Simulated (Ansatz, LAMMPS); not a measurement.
# Elastic response of amorphous SiO1.8 (101 atoms)

How stiff is amorphous SiO1.8 (101 atoms)?

Program: Ansatz 0.2.0. Level of theory: Kohn-Sham DFT, PBE, PAW (set soft_1), plane waves; PAW set soft_1. Values are calculated unless marked as measured.

### Step 1. The starting structure

The cell holds 101 atoms: 36 Si and 65 O. Its edges and angles: a = 11.501 Å, b = 11.501 Å, c = 11.501 Å, α = 90.0°, β = 90.0°, γ = 90.0°. 101 atoms (36 Si, 65 O) placed at random at 2.24 g/cm³, melted at 5000 K for 10 ps at fixed volume with the Tersoff Si-O potential (Munetoh et al., Comput. Mater. Sci. 39, 334 (2007)). Quenched from 5000 K to 700 K at 5 K/ps and fixed volume, annealed at 1400 K for 50 ps, held 5 ps.

Limits known from the start: The quench rate of 5 K/ps is orders of magnitude faster than experiment, which tends to freeze in extra defects. The starting topology of bonds comes from the classical model, and needn't be the one that DFT or experiment would give. The Brillouin zone is sampled at Γ only.

### Step 2. Single point at the start

The forces at the start show how far the geometry lies from a minimum of this functional.

Contents of input.yaml:

```yaml
crystal:
  lattice:
    - [11.5006, 0.0, 0.0]
    - [0.0, 11.5006, 0.0]
    - [0.0, 0.0, 11.5006]
  atoms:
    - { symbol: Si, position: [0.22047, 0.43585, 0.74161] }
    - { symbol: Si, position: [0.42161, 0.33958, 0.31112] }
    - { symbol: Si, position: [0.27074, 0.98088, 0.43693] }
    - { symbol: Si, position: [0.50028, 0.41004, 0.77751] }
    - { symbol: Si, position: [0.5968, 0.20028, 0.90505] }
    - { symbol: Si, position: [0.04159, 0.82538, 0.48699] }
    - { symbol: Si, position: [0.8058, 0.54258, 0.11868] }
    - { symbol: Si, position: [0.64351, 0.77972, 0.85175] }
    - { symbol: Si, position: [0.80109, 0.40021, 0.35499] }
    - { symbol: Si, position: [0.50739, 0.54766, 0.42112] }
    - { symbol: Si, position: [0.8563, 0.18001, 0.23124] }
    - { symbol: Si, position: [0.58839, 0.31779, 0.50313] }
    - { symbol: Si, position: [0.50446, 0.99009, 0.75352] }
    - { symbol: Si, position: [0.57526, 0.16263, 0.17992] }
    - { symbol: Si, position: [0.08827, 0.22564, 0.82881] }
    - { symbol: Si, position: [0.87229, 0.98915, 0.58997] }
    - { symbol: Si, position: [0.91237, 0.91846, 0.24775] }
    - { symbol: Si, position: [0.66463, 0.5756, 0.64883] }
    - { symbol: Si, position: [0.05693, 0.27898, 0.10018] }
    - { symbol: Si, position: [0.23091, 0.02262, 0.71065] }
    - { symbol: Si, position: [0.84342, 0.19078, 0.96049] }
    - { symbol: Si, position: [0.74164, 0.41776, 0.86319] }
    - { symbol: Si, position: [0.08207, 0.55271, 0.09752] }
    - { symbol: Si, position: [0.58402, 0.68358, 0.18916] }
    - { symbol: Si, position: [0.94151, 0.21845, 0.46816] }
    - { symbol: Si, position: [0.34018, 0.56802, 0.21138] }
    - { symbol: Si, position: [0.19417, 0.66088, 0.8697] }
    - { symbol: Si, position: [0.1769, 0.22365, 0.34291] }
    - { symbol: Si, position: [0.50417, 0.92944, 0.29557] }
    - { symbol: Si, position: [0.61516, 0.03914, 0.50797] }
    - { symbol: Si, position: [0.91855, 0.59023, 0.50722] }
    - { symbol: Si, position: [0.96537, 0.39271, 0.68619] }
    - { symbol: Si, position: [0.45084, 0.61476, 0.97314] }
    - { symbol: Si, position: [0.80074, 0.78152, 0.0446] }
    - { symbol: Si, position: [0.84175, 0.94372, 0.85159] }
    - { symbol: Si, position: [0.07541, 0.88503, 0.73802] }
    - { symbol: O, position: [0.17123, 0.77282, 0.77365] }
    - { symbol: O, position: [0.25672, 0.03426, 0.56696] }
    - { symbol: O, position: [0.36019, 0.42578, 0.21674] }
    - { symbol: O, position: [0.19741, 0.57733, 0.18757] }
    - { symbol: O, position: [0.74622, 0.98872, 0.52107] }
    - { symbol: O, position: [0.55226, 0.34025, 0.65138] }
    - { symbol: O, position: [0.97214, 0.90225, 0.83806] }
    - { symbol: O, position: [0.59006, 0.62097, 0.31752] }
    - { symbol: O, position: [0.94729, 0.57451, 0.14091] }
    - { symbol: O, position: [0.11173, 0.62735, 0.98021] }
    - { symbol: O, position: [0.31537, 0.26062, 0.36744] }
    - { symbol: O, position: [0.78407, 0.59822, 0.56274] }
    - { symbol: O, position: [0.22042, 0.08633, 0.34659] }
    - { symbol: O, position: [0.81735, 0.98704, 0.71756] }
    - { symbol: O, position: [0.45783, 0.48846, 0.89753] }
    - { symbol: O, position: [0.91704, 0.30299, 0.59174] }
    - { symbol: O, position: [0.91063, 0.05345, 0.27086] }
    - { symbol: O, position: [0.7061, 0.37625, 0.4599] }
    - { symbol: O, position: [0.10172, 0.22101, 0.97775] }
    - { symbol: O, position: [0.59528, 0.96093, 0.39286] }
    - { symbol: O, position: [0.98091, 0.51676, 0.60965] }
    - { symbol: O, position: [0.39014, 0.92202, 0.38043] }
    - { symbol: O, position: [0.1785, 0.87292, 0.43595] }
    - { symbol: O, position: [0.86604, 0.39439, 0.79152] }
    - { symbol: O, position: [0.58786, 0.08934, 0.81293] }
    - { symbol: O, position: [0.13253, 0.24706, 0.21032] }
    - { symbol: O, position: [0.821, 0.0577, 0.93887] }
    - { symbol: O, position: [0.55656, 0.58084, 0.55478] }
    - { symbol: O, position: [0.52, 0.28169, 0.2345] }
    - { symbol: O, position: [0.35832, 0.0101, 0.77561] }
    - { symbol: O, position: [0.94763, 0.83726, 0.36019] }
    - { symbol: O, position: [0.16696, 0.14214, 0.74872] }
    - { symbol: O, position: [0.76076, 0.83081, 0.91099] }
    - { symbol: O, position: [0.54065, 0.99093, 0.62048] }
    - { symbol: O, position: [0.71877, 0.15921, 0.21116] }
    - { symbol: O, position: [0.53613, 0.82245, 0.20597] }
    - { symbol: O, position: [0.5667, 0.14875, 0.03922] }
    - { symbol: O, position: [0.75792, 0.45264, 0.22734] }
    - { symbol: O, position: [0.88262, 0.09496, 0.50709] }
    - { symbol: O, position: [0.72639, 0.26843, 0.91319] }
    - { symbol: O, position: [0.765, 0.50663, 0.98163] }
    - { symbol: O, position: [0.18866, 0.56633, 0.76439] }
    [... 17 atom lines left out ...]
    - { symbol: O, position: [0.01751, 0.68301, 0.48032] }
    - { symbol: O, position: [0.38293, 0.58998, 0.3403] }
    - { symbol: O, position: [0.87283, 0.27015, 0.34042] }
    - { symbol: O, position: [0.57378, 0.69022, 0.94098] }
    - { symbol: O, position: [0.45622, 0.62283, 0.12452] }
    - { symbol: O, position: [0.89347, 0.85435, 0.12244] }
kpoints:
  mp_grid: { grid: [1, 1, 1] }
hamiltonian:
  xc: pbe
  pseudopotentials: { kind: paw, azcp: { folder: soft_1 } }
scf:
  occupations: { method: gaussian, width: 0.05 }
output:
  forces: true
```

Command:

```
ansatz run input.yaml --threads 4 --pin off --max-ram 8192MiB --backend cpu --events-out ev --progress --plain --runs-dir out
```

The log of the run:

```text
Engine: ansatz 0.2.0, aarch64-unknown-linux-gnu
Pseudopotentials: kind: paw
Pseudopotential: Si, paw, valence charge 4, recommended cutoff 420 eV (normal), soft_1/Si.paw.azcp
Pseudopotential: O, paw, valence charge 6, recommended cutoff 420 eV (normal), soft_1/O.paw.azcp
Functional definition: PBE
  parameter kappa = 0.804
  parameter beta = 0.066725
  exchange = pbe_x(kappa = kappa, mu = beta*pi^2/3)
  correlation = pbe_c(beta = beta)
Crystal: 101 atoms, lattice volume = 1521.113 Å³
Basis set: ecut = 420 eV, 29711 PW (Γ), exchange–correlation on 160×160×160 points (8 copies of the dense FFT grid, shifted against one another)
Bands: 368, of which v1, the nominal top of the filled ones, is band 267 counted from 1 (266 counted from 0)
Symmetry: 1 space group operations
Space group: P1 (ITA 1), of the structure as read, at distance tolerance 1.2e-4 Å
k-points: 1
Non-local potential: Si, projectors of the file, l = 0: 2, l = 1: 2, l = 2: 1
Non-local potential: O, projectors of the file, l = 0: 2, l = 1: 2, l = 2: 1
PAW form: soft (Blöchl's): semilocal exchange-correlation on the pseudo side does not see the compensation charge
PAW one-centre angular grid: Si, 110 points (default); XC on 64 Gauss nodes
PAW one-centre angular grid: O, 110 points (default); XC on 64 Gauss nodes
Initial density: superposition of atomic densities (chi_scale 0.1, normalization cell, long waves kept (reshape's long-wave potential 0.28 eV rms))
Initial wavefunctions: pseudopotential atomic-orbital guess
Functional: x = pbe(κ = 0.804, μ = 0.219515), c = pbe(β = 0.066725)
SCF iter   1: F=—  HF=-59878.921319 eV  |F-HF|=—  |Δ(HF+E_count)|=         —  Δρ=1.14e-1  dr2=1.94e2  ethr=3.10e-3  ⟨swp⟩=6.0  Hψ=1658  notcnv=0  defer=45
preconditioner: auto → Resta (q_TF=auto, 2.292 Å⁻¹)  ε∞=3.2  [insulator: Δε(μ)=0.172 eV  Ē_g=12.940 eV  σ=0.050 eV  W_gap=0.99  n_scr=304 (ndim 8)  ℏωp=19.1 eV  f_vac=0.156  D(μ)=2.31/eV (n_scr^D=0)  ε∞_Penn≈3.2]
SCF iter   2: F=—  HF=-59828.821863 eV  |F-HF|=—  |Δ(HF+E_count)|=    5.01e1  Δρ=4.04e-2  dr2=1.46e1  ethr=3.10e-3  ⟨swp⟩=5.0  Hψ=904  notcnv=0  defer=96
SCF iter   3: F=—  HF=-59828.159667 eV  |F-HF|=—  |Δ(HF+E_count)|=   6.62e-1  Δρ=2.44e-2  dr2=1.69e1  ethr=2.74e-3  ⟨swp⟩=4.0  Hψ=385  notcnv=0  defer=31
automatic band count: iteration 3 solves 309 bands in place of 368: the levels show a gap, and the empty bands left out lie too high to hold charge; the band table lists the bands solved (type scf.n_extra_bands for more)
SCF iter   4: F=—  HF=-59828.293837 eV  |F-HF|=—  |Δ(HF+E_count)|=   1.34e-1  Δρ=1.52e-2  dr2=1.04e1  ethr=2.74e-3  ⟨swp⟩=3.0  Hψ=784  notcnv=0  defer=34
SCF iter   5: F=—  HF=-59827.580269 eV  |F-HF|=—  |Δ(HF+E_count)|=   7.14e-1  Δρ=9.26e-3  dr2=4.90e0  ethr=1.94e-3  ⟨swp⟩=2.0  Hψ=360  notcnv=0  defer=36
SCF iter   6: F=—  HF=-59827.151209 eV  |F-HF|=—  |Δ(HF+E_count)|=   4.29e-1  Δρ=5.72e-3  dr2=2.24e0  ethr=9.18e-4  ⟨swp⟩=3.0  Hψ=285  notcnv=0  defer=37
SCF iter   7: F=—  HF=-59826.984590 eV  |F-HF|=—  |Δ(HF+E_count)|=   1.67e-1  Δρ=3.95e-3  dr2=9.71e-1  ethr=4.19e-4  ⟨swp⟩=5.0  Hψ=1100  notcnv=0  defer=93
automatic band count: iteration 7 solves 368 bands in place of 309: the fill leaves degenerate levels part filled, so the SCF keeps every band
SCF iter   8: F=—  HF=-59826.973373 eV  |F-HF|=—  |Δ(HF+E_count)|=   1.12e-2  Δρ=3.31e-3  dr2=7.60e-1  ethr=1.82e-4  ⟨swp⟩=1.0  Hψ=424  notcnv=0  defer=93
SCF iter   9: F=—  HF=-59826.967522 eV  |F-HF|=—  |Δ(HF+E_count)|=   5.85e-3  Δρ=1.96e-3  dr2=2.18e-1  ethr=1.42e-4  ⟨swp⟩=2.0  Hψ=276  notcnv=0  defer=93
SCF iter  10: F=—  HF=-59826.962805 eV  |F-HF|=—  |Δ(HF+E_count)|=   4.72e-3  Δρ=1.07e-3  dr2=6.90e-2  ethr=4.09e-5  ⟨swp⟩=2.0  Hψ=276  notcnv=0  defer=93
SCF iter  11: F=—  HF=-59826.962610 eV  |F-HF|=—  |Δ(HF+E_count)|=   1.95e-4  Δρ=4.47e-4  dr2=1.31e-2  ethr=1.29e-5  ⟨swp⟩=2.0  Hψ=276  notcnv=0  defer=93
SCF iter  12: F=—  HF=-59826.962464 eV  |F-HF|=—  |Δ(HF+E_count)|=   1.46e-4  Δρ=1.59e-4  dr2=1.29e-3  ethr=2.46e-6  ⟨swp⟩=2.0  Hψ=276  notcnv=0  defer=93
SCF iter  13: F=—  HF=-59826.962486 eV  |F-HF|=—  |Δ(HF+E_count)|=   2.19e-5  Δρ=6.25e-5  dr2=1.71e-4  ethr=2.41e-7  ⟨swp⟩=2.0  Hψ=470  notcnv=0  defer=93
SCF iter  14: F=—  HF=-59826.962491 eV  |F-HF|=—  |Δ(HF+E_count)|=   4.38e-6  Δρ=6.47e-5  dr2=2.53e-4  ethr=3.19e-8  ⟨swp⟩=2.0  Hψ=310  notcnv=0  defer=93
SCF iter  15: F=—  HF=-59826.962491 eV  |F-HF|=—  |Δ(HF+E_count)|=   9.18e-8  Δρ=1.98e-5  dr2=2.36e-5  ethr=3.19e-8  ⟨swp⟩=2.0  Hψ=281  notcnv=0  defer=93
SCF iter  16: F=—  HF=-59826.962221 eV  |F-HF|=—  |Δ(HF+E_count)|=   2.70e-4  Δρ=6.55e-6  dr2=8.15e-7  ethr=4.41e-9  ⟨swp⟩=2.0  Hψ=629  notcnv=0  defer=93
SCF iter  17: F=—  HF=-59826.962221 eV  |F-HF|=—  |Δ(HF+E_count)|=   3.71e-8  Δρ=5.65e-6  dr2=1.71e-6  ethr=1.53e-10  ⟨swp⟩=2.0  Hψ=449  notcnv=0  defer=93
SCF iter  18: F=—  HF=-59826.962221 eV  |F-HF|=—  |Δ(HF+E_count)|=   1.45e-8  Δρ=1.72e-6  dr2=1.08e-7  ethr=1.53e-10  ⟨swp⟩=2.0  Hψ=282  notcnv=0  defer=93
SCF iter  19: F=—  HF=-59826.962221 eV  |F-HF|=—  |Δ(HF+E_count)|=   8.56e-9  Δρ=1.38e-6  dr2=1.04e-7  ethr=1.87e-11  ⟨swp⟩=4.0  Hψ=912  notcnv=0
SCF iter  20: F=-59826.962221 eV  HF=-59826.962221 eV  |F-HF|=2.50e-8  |Δ(HF+E_count)|=   2.98e-9  Δρ=7.54e-7  dr2=3.18e-8  ethr=1.87e-11  ⟨swp⟩=3.0  Hψ=831  notcnv=0
SCF 1 converged in 20 iterations: F = -59826.962221 eV  dr2 = 3.18e-8
  greatest PAW one-centre occupation: 0.894 electrons in one spin orbital (limit 2), on the O atom at site 79 (counted from 0), in its partial waves of l = 0
SCF converged after 20 iterations
Free energy (F): -59826.962221 eV
Harris-Foulkes:  -59826.962221 eV  (|F-HF|=2.50e-8)
Internal energy: -59826.915908 eV  (E = F + TS)
E sigma→0 (E₀):  -59826.939065 eV
Entropy (-TS):   -0.046313 eV (-0.459 meV/atom)
Fermi energy:    6.268694 eV
--- Per-component energies (eV) ---
  E_band       = -2934.417658
  E_kinetic    = 12732.969760
  E_local      = -42974.300159  (includes V_loc(G=0)·N_el)
  E_nonlocal   = 4171.891205
  E_hartree    = 16887.364814
  E_xc         = -6716.514533
  E_vxc        = -7700.022413  (∫ρ·V_xc dr)
  E_paw        = -29042.065598  (= ΣΔE_a)
  E_vpaw       = -2939.731399  (= ΣTr[D̂ρ^β])
  E_aug_tail   = 0.052664  (compensation charges beyond the density's cutoff)
  E_ewald      = -14886.314062
  E_smearing   = -0.046313  (= −TS)
  E_closure    = 0.000000  (closes the sum)
  Σ components = -59826.962221   (vs F -59826.962221, Δ=0.00e0)
--- Forces (eV/Å), atoms counted from 1 ---
  atom   1  Si     5.10927151    -2.12048048    -1.33337200
  atom   2  Si    -4.59910025    -1.17007790    -3.05640804
  atom   3  Si    -1.45681161     0.45397705    -1.98408946
  atom   4  Si    -3.18102089     0.04034309    -1.23078095
  atom   5  Si    -1.80111853    -2.86881103     0.85474912
  atom   6  Si     2.09748956    -0.84038132    -4.29840401
  atom   7  Si     1.15646770    -0.05524189    -1.09785839
  atom   8  Si    -4.04601262    -3.85826246    -3.40066630
  atom   9  Si    -0.35546929     3.45749299     0.00183349
  atom  10  Si    -0.57375393     5.14660987    -1.35688635
  atom  11  Si    -0.45650944    -2.44947637    -2.80393007
  atom  12  Si    -1.23190856    -1.74827520     6.36536784
  atom  13  Si    -1.21913755     1.13369317     1.44027890
  atom  14  Si     1.30106894     0.30735665    -1.19360535
[...]
atom 100  O     -0.32126476    -0.36220568    -1.20286249
  atom 101  O      1.38319195     1.62027437     0.92015029
  max |Σ_I F_I| component: 5.72e-5 eV/Å
```

The job ended after 19 s (4 threads of Arm Neoverse V2, shared host; peak memory 1.9 GiB).

The column dr2 measures how far the density is from self-consistency, as an energy; F and HF (Harris–Foulkes) agree once it is small.

The r.m.s. force at the start is 1.8 eV/Å.

(Part 1 of 3 ends here.)

[Long decimals in the printed logs are rounded to 6 places.]

[Logs are printed without paths, hosts, clocks, repeated set-up lines and the standing remarks that a program may print on its own settings, such as how far it seeks lower states.]

[Hosts, paths, dates, database ids (printed as entryN), source tags and the programs' standing remarks are cut or masked in the printed files.]
